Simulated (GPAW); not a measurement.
**KTaO3 (Pm-3m): refractive index against wavelength**

The refractive index of KTaO3 (Pm-3m) below the direct gap (2.68 eV on the mesh) is read from one computed spectrum, n = √(Re ε).

Cell: a, b, c = 3.988, 3.988, 3.988 Å (primitive vectors), 5 atoms.

Method: GPAW 26.7.0, LDA, RPA, k-mesh 8×8×8, local fields up to 50 eV, Lorentzian half width 0.15 eV.

Launch of the response step: `OMP_NUM_THREADS=1 python df.py`. The run took 2.9 min, its band step included, on 1 thread of Arm Neoverse V1, with other jobs on the host.

```tsv
wavelength (nm)	photon energy E (eV)	n
3000	0.413	2.2370
2000	0.620	2.2435
1550	0.800	2.2514
1310	0.946	2.2595
1064	1.165	2.2750
850	1.459	?
700	1.771	2.3444
```

In the single-oscillator model n² − 1 = E₀E_d/(E₀² − E²), so 1/(n² − 1) = E₀/E_d − E²/(E₀E_d) is linear in E².

Working, on the rows shown:

| x = E² (eV²) | y = 1/(n² − 1) |
| --- | --- |
| 0.170801 | 0.24974 |
| 0.384302 | 0.247936 |
| 0.639837 | 0.245773 |
| 0.895757 | 0.243585 |
| 1.35784 | 0.239485 |
| 3.13716 | 0.222409 |

Means: x̄ = 1.0976, ȳ = 0.24149. Σ(x − x̄)(y − ȳ) = -0.05406, Σ(x − x̄)² = 5.846. Slope = -0.05406 / 5.846 = -0.009249; intercept = ȳ − slope · x̄ = 0.25164. Turned back into n, the line misses the rows shown by at most 0.0015.

**Question.** What does the fit predict for the withheld row, and how well does it do?

**Answer.** At x = 2.1276 the line gives y = 0.23196, that is 2.3046. The run gave 2.3028, so the interpolation is off by 0.0018, 1.7 % of the range in the table.

Refitted with all rows, the slope is -0.009191 and the intercept 0.25163. These give E₀ = √(intercept/−slope) = 5.23 eV and E_d = E₀/intercept = 20.8 eV; E₀ is 2.0 times the direct gap. The electronic limit at long wavelengths, without lattice vibrations, is n = √(1 + 1/intercept) = 2.230. Excitons are left out; LDA gaps are as a rule too small. The values come from a sum over the points of one k-mesh and carry its error, which grows as the direct gap shrinks. This version of GPAW has incomplete matrix elements in the optical limit, which can lower ε − 1 by up to a tenth where first-row anions or d states rule. Spin-orbit coupling is left out.

[Logs are printed without paths, hosts, clocks, repeated set-up lines and the standing remarks that a program may print on its own settings, such as how far it seeks lower states.]
